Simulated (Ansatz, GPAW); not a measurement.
# A 8-layer slab of W(111): simulated STM images, part 3 of 3

What would a tunnelling microscope show on a 8-layer slab of W(111)?

GPAW 26.7.0 and Ansatz 0.2.0; Ansatz plane waves; slab in vacuum with a dipole correction, relaxation (the session's first sound run).

So far, dipole along the normal (e·Å): step 2 (relaxation, PBE) -0.0129; step 3 (the slab's potential, PBE, GPAW) -0.0126.

## (4) A second plane-wave code

A second program with its own datasets checks the number independently.

This step: Ansatz plane waves; slab in vacuum with a dipole correction (Ansatz 0.2.0).

input.yaml

```yaml
crystal:
  lattice:
    - [4.4689148571, 0.0, 0.0]
    - [2.2344574285, 3.8701937936, 0.0]
    - [0.0, 0.0, 20.3854939772]
  atoms:
    - { symbol: W, position: [0.6666666667, 0.6666666667, 0.3433814264] }
    - { symbol: W, position: [0.0, 0.0, 0.3881295903] }
    - { symbol: W, position: [0.3333333333, 0.3333333333, 0.4328777542] }
    - { symbol: W, position: [0.6666666667, 0.6666666667, 0.4776259181] }
    - { symbol: W, position: [0.0, 0.0, 0.5221447766] }
    - { symbol: W, position: [0.3333333333, 0.3333333333, 0.5739072716] }
    - { symbol: W, position: [0.6666666667, 0.6666666667, 0.609484348] }
    - { symbol: W, position: [0.0, 0.0, 0.6466219203] }
kpoints:
  mp_grid: { grid: [8, 8, 1] }
hamiltonian:
  xc: pbe
scf:
  occupations: { method: fermi_dirac, width: 0.1 }
efield:
  axis: 3
  dipole_correction: true
  ramp_width: 0.05
output:
  forces: true
  band_densities: [{ e_range: [-1.0, 0] }, { e_range: [0, 1.0] }]
  write_potential: true
  write_density: true
  volumetric_format: npy
```

The run is started by

```console
$ ansatz run input.yaml --threads 2 --pin off --max-ram 4096MiB --backend cpu --events-out ev --progress --plain --runs-dir out
```

Numbers of over 12 decimals in the logs are rounded to 6 here.

Output:

```text
[...]
Crystal: 8 atoms, lattice volume = 352.579 Å³
Basis set: ecut = 420 eV, 6939 PW (Γ), exchange–correlation on 60×60×288 points (8 copies of the dense FFT grid, shifted against one another)
Bands: 68, of which v1, the nominal top of the filled ones, is band 56 counted from 1 (55 counted from 0)
Symmetry: 6 space group operations
[...]
k-points: 10 of 64 (time reversal used)
[...]
SCF iter   1: F=—  HF=-83070.467784 eV  |F-HF|=—  |Δ(HF+E_count)|=         —  Δρ=6.35e-3  dr2=1.16e0  ethr=1.77e-3  p=-0.006 e·Å  D=-2.92e-3 V/Å  ΔV_dip=0.06 eV  dr2_dipole=1.49e-1  V_vac-E_F(+/−)=4.44/4.39 eV  ⟨swp⟩=9.6  Hψ=3304  notcnv=0
[...]
SCF iter   9: F=-83070.418962 eV  HF=-83070.418962 eV  |F-HF|=4.18e-8  |Δ(HF+E_count)|=   3.14e-8  Δρ=3.24e-6  dr2=7.20e-8  ethr=8.93e-11  p=-0.013 e·Å  D=-6.64e-3 V/Å  ΔV_dip=0.14 eV  dr2_dipole=7.06e-10  V_vac-E_F(+/−)=4.17/4.04 eV  ⟨swp⟩=13.5  Hψ=6317  notcnv=0
SCF 1 converged in 9 iterations: F = -83070.418962 eV  dr2 = 7.20e-8
[...]
SCF converged after 9 iterations
Free energy (F): -83070.418962 eV
[...]
Internal energy: -83070.188117 eV  (E = F + TS)
E sigma→0 (E₀):  -83070.303539 eV
Entropy (-TS):   -0.230845 eV (-28.856 meV/atom)
Fermi energy:    5.514950 eV
Dipole field:    D = -0.006668 V/Å  (p = -0.012992 e·Å, saw-weighted, corrected)
Work function:   Φ+ = 4.1715 eV   Φ− = 4.0356 eV
[...]
--- Forces (eV/Å), atoms counted from 1 ---
  atom   1  W      0.00000000     0.00000000     1.91855396
  atom   2  W      0.00000000     0.00000000    -0.25075356
  atom   3  W     -0.00000000    -0.00000000    -1.05412414
  atom   4  W     -0.00000000    -0.00000000    -0.61054166
  atom   5  W      0.00000000    -0.00000000    -0.00138964
  atom   6  W     -0.00000000     0.00000000    -0.00180632
  atom   7  W     -0.00000000     0.00000000     0.00071360
  atom   8  W      0.00000000     0.00000000    -0.00087450
  max |Σ_I F_I| component: 2.22e-4 eV/Å
--- Band table (eV; the first three rows and the last of 10) ---
  k-point 0: bands = [... 52 lower, 4.4530, 4.5154, 4.5154, 5.0237, 5.2763, 6.5899, 7.1194, 7.1194, ... 8 higher]
  k-point 1: bands = [... 52 lower, 4.5907, 4.6306, 4.8067, 5.1451, 5.3698, 6.6490, 6.9743, 7.0055, ... 8 higher]
  k-point 2: bands = [... 52 lower, 4.7857, 4.8810, 5.1143, 5.4883, 5.7127, 6.3018, 6.4086, 6.8447, ... 8 higher]
  k-point 9: bands = [... 52 lower, 4.7541, 4.9241, 4.9881, 5.0616, 5.4576, 5.8245, 6.2702, 6.4374, ... 8 higher]
--- Band densities, each state counted as filled ---
  window                                       electrons  max residual (eV)  cut levels
  e_range: [-1, 0]                              7.656250             6.1e-9           0
  e_range: [0, 1]                               6.000000             2.7e-5           0
```

Elapsed: 36 s, on 2 threads of Arm Neoverse N1, shared host; peak memory 0.64 GiB; 61 s of CPU time.

This step gave:

```yaml
lower_work_function: 4.036 eV
dipole_along_the_normal: -0.01299 e·Å
dipole_field: -0.006668 V/Å
vacuum_level_above: 9.686 eV
vacuum_level_below: 9.551 eV
corrugation_e_range_minus_1_0_4: 0.1535 Å
decay_e_range_minus_1_0: 1.097 Å⁻¹
apparent_barrier_e_range_minus_1_0: 4.581 eV, hbar² kappa² / 2m (holds the in-plane momentum too)
corrugation_e_range_0_1_4: 0.4538 Å
decay_e_range_0_1: 1.071 Å⁻¹
apparent_barrier_e_range_0_1: 4.369 eV, hbar² kappa² / 2m (holds the in-plane momentum too)
```

Electrostatic potential energy of an electron (with the applied field's), less the Fermi level, planar mean against z:

```csv
z (Å),"electrostatic potential energy of an electron (with the applied field's), less the Fermi level, planar mean (eV)"
0,4.09
1,4.04
2,4.04
3,4.03
4,4.00
5,3.74
6,1.20
7,-9.22
8,-12.0
9,-12.5
10,-12.7
11,-11.3
12,-14.9
13,-13.0
14,-0.393
15,3.74
16,4.13
17,4.17
18,4.17
19,4.17
20,4.14
```

Valence density, planar mean against z:

```
z (Å)  valence density, planar mean (e/Å³)
  3.0                               1.0e-4
  3.5                               3.0e-4
  4.0                               8.8e-4
  4.5                              0.00267
  5.0                              0.00818
  5.5                               0.0250
  6.0                               0.0885
  6.5                                0.412
  7.0                                0.746
  7.5                                0.876
  8.0                                0.867
  8.5                                0.901
  9.0                                0.876
  9.5                                0.890
 10.0                                0.888
 10.5                                0.855
 11.0                                0.798
 11.5                                0.853
 12.0                                 1.07
 12.5                                 1.02
 13.0                                0.949
 13.5                                0.603
 14.0                                0.166
 14.5                               0.0415
 15.0                               0.0127
 15.5                              0.00402
 16.0                              0.00124
 16.5                               4.0e-4
 17.0                               1.2e-4
 17.5                               3.9e-5
```

E_range_-1_0. The planar mean of the window's density by height over the top atom:

```csv
height over the top atom (Å),planar mean of the window's density (e/Å³)
1.50,0.0122
1.70,0.00834
1.90,0.00561
2.10,0.00373
2.30,0.00246
2.50,0.00162
2.70,0.00106
2.90,7.0e-4
3.10,4.5e-4
3.30,3.0e-4
3.50,1.9e-4
3.70,1.2e-4
3.90,8.1e-5
4.10,5.2e-5
4.30,3.3e-5
4.50,2.1e-5
4.70,1.4e-5
4.90,8.8e-6
5.10,5.6e-6
5.30,3.5e-6
5.50,2.2e-6
5.70,1.4e-6
5.90,8.6e-7
6.10,5.3e-7
```

Density over a1 and a2. Constant height 4 Å over the top atom, window e_range_-1_0.

Ten even steps from '_' (5.35 × 1e-5 e/Å³) to '@' (7.42 × 1e-5 e/Å³), each cell a mean:
```
@@@@@@@@@@%%%%####****++++++========++++++******##%%%%@@@@@@
@@@@@@@@@@%%%%%%####******++++++++++++++++******####%%%%@@@@
%%@@@@@@%%%%%%%%######**************************######%%%%%%
%%%%%%%%%%%%############************************############
########################****################################
******************************##################************
++++++++++++++++++++++++********################**********++
++====================++++++******##############********++++
====------------------======++++******##########******++++==
==----::::::::::::::::------==++++******########******++++==
==----::::............::::----====++++******####******++++==
==--::::......________....::::--====++++******##******++++==
==----::....____________....::::--====++++******##******++++
====--::....________________..::::--====++******####******++
++====--::....______________....::::--==++++****########****
**++==----::....______________....::--==++++****##########**
##**++====--::....____________....::--====++**######%%%%####
####**++++==--::::......__........::----==++**####%%%%%%%%%%
%%%%##****++==----::::..........::::--====++**####%%%%@@@@%%
@@@@%%####**++====----::::::::::::----====++**####%%%%@@@@@@
@@@@@@%%%%##**++++====----------------==++++**####%%%%@@@@@@
@@@@@@@@%%%%##****++++======----========++++**####%%%%@@@@@@
```
Columns: a1 from 0 to 0.967; rows upwards: a2 from 0 to 0.967.

Tip height over the top atom over a1 and a2. Constant current at the density 6.485e-05 e/Å^3, window e_range_-1_0.

Ten even steps from '_' (3.91 Å) to '@' (4.06 Å), each cell a mean:
```
@@@@@@@@@@@@%%%%####******++++++++++++******####%%%%%%@@@@@@
@@@@@@@@@@@@%%%%%%######********************######%%%%%%@@@@
@@@@@@@@@@%%%%%%%%%%##########**********##########%%%%%%%%@@
%%%%%%%%%%%%%%%%%%####################################%%%%%%
############################################################
####************############################################
******++++++++************############################******
++++++++++====++++++++++******########################******
++======----------======++++******##################******++
====------::::::::------====++++****################******++
====----::::......::::::----====++****##############******++
====--::::......__......::::--====++******############****++
++==--::::....__________....::--====++****############****++
++====--::....____________....::--====++****############****
**++==----::..______________..::::--==++****##############**
****++==--::::..____________....::--====++**######%%%%%%####
####**++==----::....________....::----==++**####%%%%%%%%%%%%
%%####**++++==--::::............::----==++****##%%%%%%%%%%%%
%%%%%%##****++==----::::::::::::::--====++****##%%%%@@@@@@@@
@@@@%%%%####**++++==------::::------====++****##%%%%@@@@@@@@
@@@@@@@@%%####****++======------======++++****##%%%%@@@@@@@@
@@@@@@@@@@%%%%##****++++++==========++++****####%%%%@@@@@@@@
```
Columns: a1 from 0 to 0.967; rows upwards: a2 from 0 to 0.967.

E_range_0_1. Planar mean of the window's density against height over the top atom:

```
height over the top atom (Å)  planar mean of the window's density (e/Å³)
                        1.50                                      0.0105
                        1.70                                     0.00740
                        1.90                                     0.00512
                        2.10                                     0.00348
                        2.30                                     0.00235
                        2.50                                     0.00157
                        2.70                                     0.00104
                        2.90                                      6.9e-4
                        3.10                                      4.6e-4
                        3.30                                      3.0e-4
                        3.50                                      2.0e-4
                        3.70                                      1.3e-4
                        3.90                                      8.4e-5
                        4.10                                      5.5e-5
                        4.30                                      3.6e-5
                        4.50                                      2.3e-5
                        4.70                                      1.5e-5
                        4.90                                      9.7e-6
                        5.10                                      6.2e-6
                        5.30                                      4.0e-6
                        5.50                                      2.6e-6
                        5.70                                      1.6e-6
                        5.90                                      1.0e-6
                        6.10                                      6.5e-7
```

Density over a1 and a2. Constant height 4 Å over the top atom, window e_range_0_1.

Ten even steps from '0' (3.95 × 1e-5 e/Å³) to '9' (9.85 × 1e-5 e/Å³), each cell a mean:
```
999998876654443333444556778899
999998877665544444444556678889
899988877665554444444556667788
788888777666555444444555666777
777777776666555554444555556666
666666666555555555444555555555
555555555555555555444455555555
444444444444444444444444444444
333333333333334444444544444443
332222222222233344444555444433
322211111111222334444555544433
322111000001112233444555554443
332111000000011223344555555544
432211000000001123344555665554
543221100000000122344556666665
554332110000000112344566677766
665433211000000112334566777777
776554322110001112334567788888
887665433211111122334567788898
998776544322211222344567788999
999887655433222223344567788999
999988765544333333344566788999
```
Columns: a1 from 0 to 0.967; rows upwards: a2 from 0 to 0.967.

Tip height over the top atom over a1 and a2. Constant current at the density 6.819e-05 e/Å^3, window e_range_0_1.

Ten even steps from '_' (3.71 Å) to '@' (4.16 Å), each cell a mean:
```
@@@@@@@@@@@@%%%%####******++++++++++++******####%%%%@@@@@@@@
@@@@@@@@@@@@%%%%%%######******++++++++******####%%%%%%@@@@@@
@@@@@@@@@@@@%%%%%%%%######******************######%%%%%%@@@@
%%%%%%%%%%%%%%%%%%%%######********************########%%%%%%
%%%%%%%%%%%%%%%%%%##########********************##########%%
##########################**************************########
************************************************************
**++++++++++++++++++++**************************************
++++++================++++++++++**********************++++++
========--------------======++++++++******************++++++
====------::::::::::::----======++++******************++++++
====----::::............::----====++++******************++++
++==----::....________....::::--====++********######******++
++++==--::::..____________..::----==++++****############****
**++++==--::::..__________....::--==++++****################
##****++==--::::..__________..::--====++****####%%%%%%%%####
%%##****++==----::....____....::----==++****##%%%%%%%%%%%%%%
%%%%####**++++==--::::........::----==++**####%%%%%%@@@@@@%%
@@%%%%%%##****++==----::::::::::--====++**####%%%%@@@@@@@@@@
@@@@@@%%%%####**++++==------------====++**####%%%%@@@@@@@@@@
@@@@@@@@%%%%####****++==============++++****##%%%%@@@@@@@@@@
@@@@@@@@@@%%%%####****++++========++++++****##%%%%%%@@@@@@@@
```
Columns: a1 from 0 to 0.967; rows upwards: a2 from 0 to 0.967.

Force by atom:

| atom | x (eV/Å) | y (eV/Å) | z (eV/Å) | size |
| --- | --- | --- | --- | --- |
| W1 | 0.00 | 0.00 | 1.92 | 1.92 |
| W2 | 0.00 | 0.00 | -0.25 | 0.25 |
| W3 | 0.00 | 0.00 | -1.05 | 1.05 |
| W4 | 0.00 | 0.00 | -0.61 | 0.61 |
| W5 | 0.00 | 0.00 | 0.00 | 0.00 |
| W6 | 0.00 | 0.00 | 0.00 | 0.00 |
| W7 | 0.00 | 0.00 | 0.00 | 0.00 |
| W8 | 0.00 | 0.00 | 0.00 | 0.00 |

The upper face's work function is 4.172 eV, against 4.172 eV in the first plane-wave PBE run at this geometry.

## (5) Side by side

Results and costs are gathered.

This step: comparison of work functions, dipole and cost (GPAW 26.7.0).

Ladder, by row:

```csv
step,code,"work function, upper (eV)","work function, lower (eV)",dipole (e Å),wall time (s),peak memory (GiB),threads
pw,GPAW,4.172,4.038,-0.0126,1300,0.71,2
ansatz,Ansatz,4.172,4.036,-0.01299,35.97,0.639,2
```

## (6) Outcome

```json
{
 "work function, upper and lower face": "4.172 and 4.038 eV",
 "dipole along the normal": "-0.0126 e Å",
 "corrugation at -1 V": "0.151 Å",
 "corrugation at 1 V": "0.458 Å"
}
```

What this shows: The corrugation at constant current is largest at 1 V, where the tip height varies by 0.46 Å over the cell. Negative sample bias images filled states, positive bias empty ones. The two faces differ by 0.13 eV, the step that the slab's dipole makes (e p/(ε0 A) gives 0.13 eV), so the dipole layer is needed. The lowest atoms were held at bulk positions, which alone makes the faces unlike. The measured value for this face is 4.47 eV (as compiled in "Anisotropic work function of elemental crystals", 2019, arxiv:1902.07811); the relaxed upper face lies 0.30 eV under it with PBE. Measured work functions scatter by a tenth of an eV or more between methods. The two plane-wave codes differ by 4.5e-4 eV on the upper face. The images are of Tersoff-Hamann type: an s-wave tip, no tip-sample forces, heights closer than in a microscope. Ansatz gives corrugations of 0.15 Å at -1 V (GPAW 0.15) and 0.45 Å at 1 V (GPAW 0.46). GPAW's time includes a further run over the whole zone for the images, so the two times are not like for like. The slab is only 6.2 Å thick between its outer nuclei, so the values belong to this film more than to the surface of the bulk metal. The in-plane lattice was kept as typed, which isn't the functional's own and leaves some strain; spin-orbit coupling and temperature are left out.

[Logs are printed without paths, hosts, clocks, repeated set-up lines and the standing remarks that a program may print on its own settings, such as how far it seeks lower states.]

[Hosts, paths, dates, database ids (printed as entryN), source tags and the programs' standing remarks are cut or masked in the printed files.]
